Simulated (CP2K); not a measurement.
Two runs for the C K edge of 2-cyanooxazole. Run A: CP2K XAS_TDP, all-electron GAPW, PBEh(45%), aug-cc-pVDZ, TDA, no relativity. Run B differs in one setting.

First lines with a strength over 0.0015. A:

```csv
atom,energy (eV),states,"strength, one atom"
C2 (bonded to C and N),281.91,1,0.0326
,282.25,1,0.0512
,286.00,1,0.0270
,287.26,1,0.0090
,287.43,1,0.0049
"C3 (bonded to C, N and O)",283.30,1,0.0460
,286.40,1,0.0178
,288.25,1,0.0051
,288.88,1,0.0243
,289.06,1,0.0041
"C5 (bonded to C, N and H)",282.53,1,0.0480
,283.50,1,0.0092
,285.52,1,0.0112
,286.25,1,0.0071
,286.44,1,0.0021
"C6 (bonded to C, O and H)",282.49,1,0.0519
,285.70,1,0.0057
,286.17,1,0.0273
,286.47,1,0.0129
,287.42,1,0.0037
```

B:

```csv
atom,energy (eV),states,"strength, one atom"
C2 (bonded to C and N),276.06,1,0.0169
,276.91,1,0.0408
,279.22,1,0.0099
,280.49,1,0.0287
,280.62,1,0.0043
"C3 (bonded to C, N and O)",277.69,1,0.0314
,279.99,1,0.0079
,281.96,1,0.0017
,282.40,1,0.0212
,282.60,1,0.0031
"C5 (bonded to C, N and H)",276.50,1,0.0042
,277.36,1,0.0422
,278.90,1,0.0020
,279.02,1,0.0048
,279.72,1,0.0021
"C6 (bonded to C, O and H)",276.85,1,0.0343
,278.96,1,0.0126
,279.68,1,0.0076
,279.83,1,0.0047
,280.58,1,0.0026
```

Q: Which was it: the basis, scalar relativity switched on, the functional, GW2X switched on?

The functional (functional from PBEh(45%) to PBE0; the lines alone don't name the new value). A functional moves all lines by electronvolts and changes their spacings and strengths. Against PBEh(45%) in aug-cc-pVDZ, the leading lines move by -5.85 eV (C2, to 276.06), -5.61 eV (C3, to 277.69) and -5.64 eV (C6, to 276.85); the strength of C2's goes from 0.0326 to 0.0169. For C5 the rule picks another line of the list in the two runs, so no shift is given. The next line of C2 over the strength cut lies 0.85 eV higher, against 0.34.

[Banner, clock and machine lines of the logs are left out without a mark of their own.]

[Logs are printed without paths, hosts, clocks, repeated set-up lines and the standing remarks that a program may print on its own settings, such as how far it seeks lower states.]

[Hosts, paths, dates, database ids (printed as entryN), source tags and the programs' standing remarks are cut or masked in the printed files.]
